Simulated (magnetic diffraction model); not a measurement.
# Solving a magnetic structure from powder neutron data: TiAl₂CrIr₂

Space group Amm2 (no. 38), a = 3.5840 Å, b = 16.4110 Å, c = 9.4820 Å.

```
site  atom    x       y       z
  4e    Ir  1/2  0.0945  0.3720
  4e    Ir  1/2  0.2651  0.4507
  4e    Ir  1/2  0.1348  0.6777
  2a    Cr    0       0  0.1665
  4d    Cr    0  0.5839  0.4174
  4d    Ti    0  0.7949  0.2092
  2a    Ti    0       0  0.5863
  4d    Al    0  0.1639  0.5029
  4e    Al  1/2  0.3955  0.5967
  2b    Al  1/2       0  0.7988
  2b    Al  1/2       0  0.0016
```

The compound is invented for this exercise: a known structure type with other elements, its cell scaled to their sizes and not relaxed.

Only Cr is taken to order (form factors of Cr2+); orders and moment sizes are assumed, and not adapted to the symmetry. Radiation: neutrons of λ = 1.594 Å (absorption by Ir left out), 3° to 30°; isotropic B of 0.19 Å² (Ir), 0.21 Å² (Cr), 0.21 Å² (Ti) and 0.33 Å² (Al). The intensities are simulated: I ∝ L Σ (|F_N|² + |F_M⊥|²) for unpolarised neutrons, with F_M = 2.695 fm/μB × Σ f(s) S exp(2πi Q·r) exp(−B s²) at Q = H ± k (one set where k and −k are equivalent), only the part normal to Q counting and L = 1/(sin²θ cos θ). For collinear order S is the moment m, which repeats by lattice and centring translations R with the sign exp(−2πi k·R). Form factors are spin-only for 3d ions and dipole or tabulated for f ions, scattering lengths are Sears's of 1992, and absorption is left out. A label names one of the reflections at its angle. The strongest nuclear line in the range is 100, and lines under 0.2 are left out.

Above the ordering temperature:

```tsv
2θ (°)	index	I
11.14	(0 1 1)	0.5
19.36	(0 0 2)	30.1
19.37	(0 3 1)	56.5
22.39	(0 2 2)	31.7
22.40	(0 4 0)	17.4
25.70	(1 0 0)	100.0
28.09	(1 1 1)	12.9
28.09	(1 2 0)	6.0
29.76	(0 1 3)	25.1
29.77	(0 4 2)	24.1
29.78	(0 5 1)	21.1
```

Below it (cell unchanged):

| 2θ (°) | I |
| --- | --- |
| 9.64 | 3.0 |
| 11.14 | 0.5 |
| 14.76 | 4.0 |
| 19.36 | 30.1 |
| 19.37 | 56.5 |
| 20.16 | 2.0 |
| 22.39 | 31.7 |
| 22.40 | 17.4 |
| 24.44 | 0.4 |
| 25.70 | 100.0 |
| 25.71 | 1.6 |
| 26.31 | 1.0 |
| 27.50 | 0.5 |
| 28.09 | 12.9 |
| 28.09 | 6.0 |
| 29.76 | 25.1 |
| 29.76 | 2.5 |
| 29.77 | 24.1 |
| 29.78 | 21.1 |

**Question.** Find the propagation vector, then choose among these models:
A. collinear moments along [100], 1.76 μB on Cr; signs + at (0, 0, 0.1665), − at (0, 0.5839, 0.4174), − at (0, 0.4161, 0.4174)
B. collinear moments along [010], 1.76 μB on Cr; signs + at (0, 0, 0.1665), + at (0, 0.5839, 0.4174), − at (0, 0.4161, 0.4174)
C. collinear moments along [010], 1.76 μB on Cr; signs + at (0, 0, 0.1665), − at (0, 0.5839, 0.4174), − at (0, 0.4161, 0.4174)
D. collinear moments along [100], 1.76 μB on Cr; signs + at (0, 0, 0.1665), + at (0, 0.5839, 0.4174), − at (0, 0.4161, 0.4174)

The new lines index as (0 0 1) at 9.64°, (0 2 1) at 14.76°, (0 1 2) at 20.16° and (0 4 1) at 24.44°, that is as H ± k with k = (0 1 0). The indices are whole but break the lattice centring, so the moments reverse under a centring translation, those with k·t a half-integer.

Magnetic intensity, observed (below minus above) and for each model:

| 2θ (°) | index | observed | A | B | C | D |
| --- | --- | --- | --- | --- | --- | --- |
| 5.57 | (0 1 0) | <0.2 | 69.0 | <0.2 | <0.2 | 18.6 |
| 9.64 | (0 0 1) | 3.0 | 14.8 | 3.0 | 14.8 | 3.0 |
| 14.76 | (0 2 1) | 4.0 | 4.6 | 4.0 | 2.0 | 9.3 |
| 16.75 | (0 3 0) | <0.2 | 0.8 | <0.2 | <0.2 | 4.3 |
| 24.44 | (0 4 1) | 0.4 | 1.3 | 0.4 | 0.2 | 2.6 |
| 25.71 | (0 3 2) | 1.6 | 0.6 | 1.6 | 0.3 | 2.8 |
| 26.31 | (1 1 0) | 1.0 | <0.2 | 1.0 | 3.8 | <0.2 |
| 27.50 | (1 0 1) | 0.5 | 0.3 | 0.5 | 2.4 | <0.2 |

Model B matches.

The absence at (0 1 0) is telling: Q lies along the moments there, so the part normal to Q vanishes.

The structure used: k = (0 1 0), collinear moments along [010], 1.76 μB on Cr; signs + at (0, 0, 0.1665), + at (0, 0.5839, 0.4174), − at (0, 0.4161, 0.4174).

[Logs are printed without paths, hosts, clocks, repeated set-up lines and the standing remarks that a program may print on its own settings, such as how far it seeks lower states.]
